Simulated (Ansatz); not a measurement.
# Band gap of SrLi2SnS4 (I-42m) from density functionals to GW

Wanted: a ladder of band gaps for SrLi2SnS4 (I-42m), from density functionals to G0W0.

Program: Ansatz 0.2.0. Level of theory: density functionals, hybrids and G0W0, plane waves, PAW. Results are calculated unless marked as measured.

Report form: the programs' logs are mostly left out.

In doubt: masses and optical values from hybrid runs of this build are listed as unsure (step 6), which bears on the screening that GW takes from such a start.

### 1. Set-up

It takes space group I-42m (No. 121, tetragonal). Conventional cell: a = 6.659 Å, b = 6.659 Å, c = 7.918 Å, α = 90.00°, β = 90.00°, γ = 90.00°. Nearest to Li lie 4 S at 2.47 Å. Sr has 8 S at 3.08 to 3.25 Å nearest. Nearest to Sn lie 4 S at 2.37 Å. Nearest to S lie 1 Sn at 2.37 Å and 2 Li at 2.47 Å and 2 Sr at 3.08 to 3.25 Å. Farther neighbours and most contacts between anions are not listed.

The cell and positions come from the Crystallography Open Database and are kept as given unless a step says otherwise. The default PAW set here is soft_2. Its files were made with PBE.

### 2. PBE on the 6×6×6 mesh

Levels along a band path and on the mesh show where this functional puts the band edges.

This step: DFT, PBE, plane waves, PAW.

The input, input.yaml:

```yaml
crystal:
  lattice:
    - [-3.3295, 3.3295, 3.959]
    - [3.3295, -3.3295, 3.959]
    - [3.3295, 3.3295, -3.959]
  atoms:
    - { symbol: Li, position: [0.25, 0.75, 0.5] }
    - { symbol: Li, position: [0.75, 0.25, 0.5] }
    - { symbol: Sr, position: [0.5, 0.5, 0.0] }
    - { symbol: Sn, position: [0.0, 0.0, 0.0] }
    - { symbol: S, position: [0.03526, 0.03526, 0.4132] }
    - { symbol: S, position: [0.96474, 0.37794, 0.0] }
    - { symbol: S, position: [0.62206, 0.62206, 0.5868] }
    - { symbol: S, position: [0.37794, 0.96474, 0.0] }
kpoints:
  mp_grid: { grid: [6, 6, 6] }
  band_path:
    path:
      - [[0.0, 0.0, 0.0], [0.0, 0.0, 0.5], [0.25, 0.25, 0.25], [0.0, 0.5, 0.0], [0.0, 0.0, 0.0], [0.5, 0.5, -0.5], [0.42681823, 0.57318177, -0.42681823]]
      - [[-0.42681823, 0.42681823, 0.42681823], [0.0, 0.0, 0.0]]
      - [[0.0, 0.0, 0.5], [-0.35363646, 0.35363646, 0.5]]
      - [[0.5, 0.5, -0.35363646], [0.5, 0.5, -0.5]]
    npoints: 10
hamiltonian:
  xc: pbe
scf:
  occupations: { method: fermi_dirac, width: 0.02 }
  n_extra_bands: 6
output:
  eigenvalues: true
  write_density: true
  write_potential: true
  elf: true
  volumetric_format: npy
```

Run with:

```bash
> ansatz run input.yaml --threads 2 --pin off --max-ram 92160MiB --backend cuda --events-out ev --progress --plain --runs-dir out --devices 1 --max-vram 13GiB  # rebuilt from the run's record
```

Run time: 10 s. Hardware: 1 × NVIDIA H100 80GB HBM3 (shared by 6 runs) with 2 threads of AMD EPYC 7R13 (Zen 3), shared host; peak memory 1 GiB; 13 s of CPU time.

Numbers from this step:

```
filled bands         : 27
gap                  : 2.673 eV
valence top at       : M
conduction bottom at : M
least direct gap     : 2.673 eV
```

Over mesh and path the gap is 2.673 eV, direct, at k = (0.500, 0.500, -0.500).

### 3. PBE+SOC on the 6×6×6 mesh

This run has two-component orbitals with spin-orbit coupling.

This step: DFT, PBE with spin-orbit coupling, plane waves, PAW.

input.yaml, the sections that differ from step 2:

```yaml
kpoints:
  mp_grid: { grid: [6, 6, 6] }
  band_path:
    path:
      - [0.0, 0.0, 0.0]
      - [0.0, 0.0, 0.5]
      - [0.25, 0.25, 0.25]
      - [0.0, 0.5, 0.0]
      - [0.5, 0.5, -0.5]
      - [0.42681823, 0.57318177, -0.42681823]
      - [-0.42681823, 0.42681823, 0.42681823]
      - [-0.35363646, 0.35363646, 0.5]
    npoints: 1
scf:
  occupations: { method: fixed }
  n_extra_bands: 12
magnetization:
  noncollinear: true
  spin_orbit: true
output:
  eigenvalues: true
# crystal, hamiltonian: as in step 2
```

Elapsed: 16 s, on 1 × NVIDIA H100 80GB HBM3 (shared by 6 runs) with 2 threads; peak memory 1 GiB.

This step gave:

| Quantity | Value |
| --- | --- |
| gap | 2.676 eV |
| valence top at | M |
| conduction bottom at | M |
| least direct gap | 2.676 eV |

Over mesh and listed points the gap is 2.676 eV, direct, at k = (0.500, 0.500, -0.500). PBE+SOC against PBE: 2.676 − 2.673 = +0.003 eV, with the same mesh, set of files (read in its fully relativistic form for the spin-orbit run) and cutoff, and both edges at the same k points. The spin-orbit run sees mesh and listed points alone, so its gap is an upper bound: the coupling can move an edge off these points, the more so as this crystal has no centre of inversion, and the change over the zone, its sign included where it is small, is not known.

### 4. HSE06 on the 4×4×4 mesh

HSE06 mixes in a quarter of exact exchange at short range.

This step: DFT, HSE06, plane waves, PAW.

input.yaml: that of step 3 with these lines changed.

```diff
@@ -15,3 +15,3 @@
 kpoints:
-  mp_grid: { grid: [6, 6, 6] }
+  mp_grid: { grid: [4, 4, 4] }
   band_path:
@@ -28,9 +28,6 @@
 hamiltonian:
-  xc: pbe
+  xc: hse06
 scf:
   occupations: { method: fixed }
-  n_extra_bands: 12
-magnetization:
-  noncollinear: true
-  spin_orbit: true
+  n_extra_bands: 6
 output:
```

Wall time 36 s (1 × NVIDIA H100 80GB HBM3 (shared by 6 runs) with 2 threads); peak memory 1.3 GiB.

Numbers from this step:

- gap: 3.756 eV
- valence top at: k = (-0.500, -0.500, -0.500)
- conduction bottom at: M
- least direct gap: 3.756 eV
- exact-exchange fraction: 0.25

Over mesh and listed points the gap is 3.756 eV, direct, at k = (0.500, 0.500, -0.500). HSE06 against PBE: 3.756 − 2.673 = +1.083 eV. The runs also differ in mesh (6×6×6 and 4×4×4), so how much of this comes from the functional alone is not known.

### 5. G0W0@PBE, 4×4×4 mesh, 883 empty bands, screening to 170 eV

G0W0 replaces the xc potential by a self-energy built once from the orbitals of the start. Levels are corrected in the window of bands that the input names, at points of the mesh.

This step: G0W0 on PBE, plane waves, PAW.

The input, input.yaml:

```yaml
crystal:
  lattice:
    - [-3.3295, 3.3295, 3.959]
    - [3.3295, -3.3295, 3.959]
    - [3.3295, 3.3295, -3.959]
  atoms:
    - { symbol: Li, position: [0.25, 0.75, 0.5] }
    - { symbol: Li, position: [0.75, 0.25, 0.5] }
    - { symbol: Sr, position: [0.5, 0.5, 0.0] }
    - { symbol: Sn, position: [0.0, 0.0, 0.0] }
    - { symbol: S, position: [0.03526, 0.03526, 0.4132] }
    - { symbol: S, position: [0.96474, 0.37794, 0.0] }
    - { symbol: S, position: [0.62206, 0.62206, 0.5868] }
    - { symbol: S, position: [0.37794, 0.96474, 0.0] }
kpoints:
  mp_grid: { grid: [4, 4, 4] }
hamiltonian:
  xc: pbe
scf:
  occupations: { method: fixed }
gw:
  n_empty_bands: 883
  ecut_chi: 170.0
  qp_bands: [v2, c2]
  qp_kpoints: band_edges
  screening: { model: contour_deformation }
```

Wall time 2.7 min (1 × NVIDIA H100 80GB HBM3 (shared by 6 runs) with 2 threads); peak memory 3.6 GiB.

This step gave:

| Quantity | Value |
| --- | --- |
| bands summed | 910 |
| RPA ε∞ on this mesh (eigenvalues) | 4.579, 4.718, 4.718 |
| plane waves in the screening matrix | 881 |
| G0W0 gap over the corrected points | 4.114 eV |
| k of the valence top | -0.5, -0.5, -0.5 |
| k of the conduction bottom | 0, 0, 0 |
| starting gap on the mesh | 2.673 eV |
| Z at the valence top | 0.7580 |
| Z at the conduction bottom | 0.7905 |
| least direct G0W0 gap over the corrected points | 4.158 eV |

Over all 13 irreducible mesh points the G0W0 gap is 4.114 eV, from k = (-0.500, -0.500, -0.500) to k = Γ. The PBE gap of this run on the mesh is 2.673 eV. Other states bound it: the two that bound the G0W0 gap lie 2.697 eV apart in PBE, so state for state the correction is 4.114 − 2.697 = +1.417 eV, while gap against gap it is 4.114 − 2.673 = +1.441 eV.

### 6. G0W0@HSE06, 4×4×4 mesh, 410 empty bands, screening to 102 eV

This step: G0W0 on HSE06, plane waves, PAW.

input.yaml: that of step 5 with these lines changed.

```diff
@@ -17,3 +17,3 @@
 hamiltonian:
-  xc: pbe
+  xc: hse06
 scf:
@@ -21,4 +21,4 @@
 gw:
-  n_empty_bands: 883
-  ecut_chi: 170.0
+  n_empty_bands: 410
+  ecut_chi: 102
   qp_bands: [v2, c2]
```

Run time: 87 s. Hardware: 1 × NVIDIA H100 80GB HBM3 (shared by 6 runs) with 2 threads; peak memory 2.2 GiB.

This step gave:

| Item | Value |
| --- | --- |
| bands summed | 437 |
| RPA ε∞ on this mesh (eigenvalues) | 3.839, 3.928, 3.928 |
| plane waves in the screening matrix | 411 |
| G0W0 gap over the corrected points | 4.604 eV |
| k of the valence top | -0.5, -0.5, -0.5 |
| k of the conduction bottom | 0, 0, 0 |
| starting gap on the mesh | 3.756 eV |
| Z at the valence top | 0.7904 |
| Z at the conduction bottom | 0.8194 |
| least direct G0W0 gap over the corrected points | 4.629 eV |

Over all 13 irreducible mesh points the G0W0 gap is 4.604 eV, from k = (-0.500, -0.500, -0.500) to k = Γ. The HSE06 gap of this run on the mesh is 3.756 eV. Other states bound it: the two that bound the G0W0 gap lie 3.787 eV apart in HSE06, so state for state the correction is 4.604 − 3.787 = +0.817 eV, while gap against gap it is 4.604 − 3.756 = +0.848 eV. G0W0@HSE06 against G0W0@PBE with 437 bands (a further run, in the table below): 4.604 − 4.099 = +0.505 eV, with the same mesh, files and cutoffs, and both edges at the same k points.

### 7. Gap and time by level

Each gap is the least one over the points named; times are wall times on shared hosts, not benchmarks. A G0W0 time includes the run's own self-consistent start. Runs with listed points see these and the mesh alone, so an edge that moves elsewhere is missed. Rows marked * are further runs, not shown as steps, whose inputs differ from the G0W0 step on the same start in the columns given; solver thresholds can differ too. Symmetry makes (0.500, 0.500, -0.500) and (-0.500, -0.500, -0.500) one point.

```tsv
level	mesh	files, cutoff	bands summed, screening	points	gap (eV)	valence top	conduction bottom	least direct gap (eV)	time
PBE	6×6×6	soft_2 PAW, 420 eV	-	mesh and path	2.673	(0.500, 0.500, -0.500)	(0.500, 0.500, -0.500)	2.673	10 s
PBE+SOC	6×6×6	soft_2 PAW, 420 eV	-	mesh and listed points	2.676	(0.500, 0.500, -0.500)	(0.500, 0.500, -0.500)	2.676	16 s
HSE06	4×4×4	soft_2 PAW, 420 eV	-	mesh and listed points	3.756	(-0.500, -0.500, -0.500)	(0.500, 0.500, -0.500)	3.756	36 s
G0W0@PBE*	4×4×4	soft_2 PAW, 420 eV	172, 51 eV	all 13 irreducible mesh points	4.035	(-0.500, -0.500, -0.500)	Γ	4.115	18 s
G0W0@PBE*	4×4×4	soft_2 PAW, 420 eV	437, 102 eV	all 13 irreducible mesh points	4.099	(-0.500, -0.500, -0.500)	Γ	4.134	36 s
G0W0@PBE	4×4×4	soft_2 PAW, 420 eV	910, 170 eV	all 13 irreducible mesh points	4.114	(-0.500, -0.500, -0.500)	Γ	4.158	2.7 min
G0W0@PBE*	2×2×2	soft_2 PAW, 420 eV	437, 102 eV	all 4 irreducible mesh points	4.097	(-0.500, -0.500, -0.500)	Γ	4.111	15 s
G0W0@HSE06	4×4×4	soft_2 PAW, 420 eV	437, 102 eV	all 13 irreducible mesh points	4.604	(-0.500, -0.500, -0.500)	Γ	4.629	87 s
```

### 8. Results

| Quantity | Value |
| --- | --- |
| PBE, over mesh and path | 2.673 eV |
| PBE+SOC, over mesh and listed points | 2.676 eV |
| HSE06, over mesh and listed points | 3.756 eV |
| G0W0@PBE (910 bands, 4×4×4), over all 13 irreducible mesh points | 4.114 eV |
| G0W0@HSE06, over all 13 irreducible mesh points | 4.604 eV |
| known limits | finite bands, screening cutoff and k mesh; no spin-orbit coupling in G0W0 |

What this shows: The rows run from 2.673 eV (PBE) to 4.604 eV (G0W0@HSE06). They differ in mesh, bands and screening cutoff of G0W0 and the points over which the gap was sought as well as in level, so only pairs that share these are like for like. PBE+SOC against PBE: 2.676 − 2.673 = +0.003 eV, with the same mesh, set of files (read in its fully relativistic form for the spin-orbit run) and cutoff, and both edges at the same k points. The spin-orbit run sees mesh and listed points alone, so its gap is an upper bound: the coupling can move an edge off these points, the more so as this crystal has no centre of inversion, and the change over the zone, its sign included where it is small, is not known. G0W0@HSE06 against G0W0@PBE with 437 bands: 4.604 − 4.099 = +0.505 eV, with the same mesh, files and cutoffs, and both edges at the same k points. G0W0@PBE (910 bands, 4×4×4) moves the gap of its own start on the mesh by 4.114 − 2.673 = +1.441 eV, with other states at the edges (they lie 2.697 eV apart at the start). Both edges that PBE shows over mesh and path lie at k points where levels were corrected. G0W0 has the conduction bottom at another k point than that. Levels at other points were not corrected, so a lower G0W0 gap elsewhere in the zone is not ruled out. G0W0@HSE06 moves the gap of its own start on the mesh by 4.604 − 3.756 = +0.848 eV, with other states at the edges (they lie 3.787 eV apart at the start). Both edges that HSE06 shows over mesh and listed points lie at k points where levels were corrected. G0W0 has the conduction bottom at another k point than that. Levels at other points were not corrected, so a lower G0W0 gap elsewhere in the zone is not ruled out. What spin-orbit coupling does to the G0W0 levels was not computed, so no sum with the G0W0 gap is formed. For G0W0@PBE: from 172 bands and 51 eV to 910 bands and 170 eV the gap moves by 4.114 − 4.035 = +0.079 eV (rung by rung 4.035, 4.099, 4.114 eV); bands and screening cutoff rise together, so their parts are not told apart. A line in one over the bands through the two highest rungs gives 4.114 + (4.114 − 4.099) × 437 / (910 − 437) = 4.128 eV, and through the pair below 4.099 + (4.099 − 4.035) × 172 / (437 − 172) = 4.141 eV. The two agree within 0.03 eV and the same two states bound the gap in each rung, so 4.128 eV is taken as an estimate of the limit on this mesh. The other G0W0 rows are shown at one basis each (437 bands), so their distance from the limit is not known here. With the 2×2×2 mesh in place of the 4×4×4 mesh and all else as in the G0W0@PBE row with 437 bands, the gap differs by 4.097 − 4.099 = −0.002 eV, and that of the start by 2.680 − 2.673 = +0.007 eV. The G0W0 runs are scalar-relativistic. G0W0 is shown with one set of atomic data (soft_2 PAW), so the error from the files is not known here.

[Paths, hosts, dates, memory and timing lines, banners, echoed tables and standing remarks are left out of the program output.]

[Logs are printed without paths, hosts, clocks, repeated set-up lines and the standing remarks that a program may print on its own settings, such as how far it seeks lower states.]

[Runs of the session that timed out or met a known fault of the program may be left out.]

[Cells called generated may have been cut or substituted from an entry of the Crystallography Open Database or the Materials Project.]

[Hosts, paths, dates, database ids (printed as entryN), source tags and the programs' standing remarks are cut or masked in the printed files.]

[Where an RPA ε∞ is given, it is that of the G0W0 mesh and is not shown converged in it. Names of k-points follow the symmetry that the program found, which can be lower than the space group named. Band edges on a path are those of the sampled points; other points can move an edge, and change direct to indirect where valleys lie close.]

[Hybrid gaps are those of their k-mesh and are not shown converged in it.]
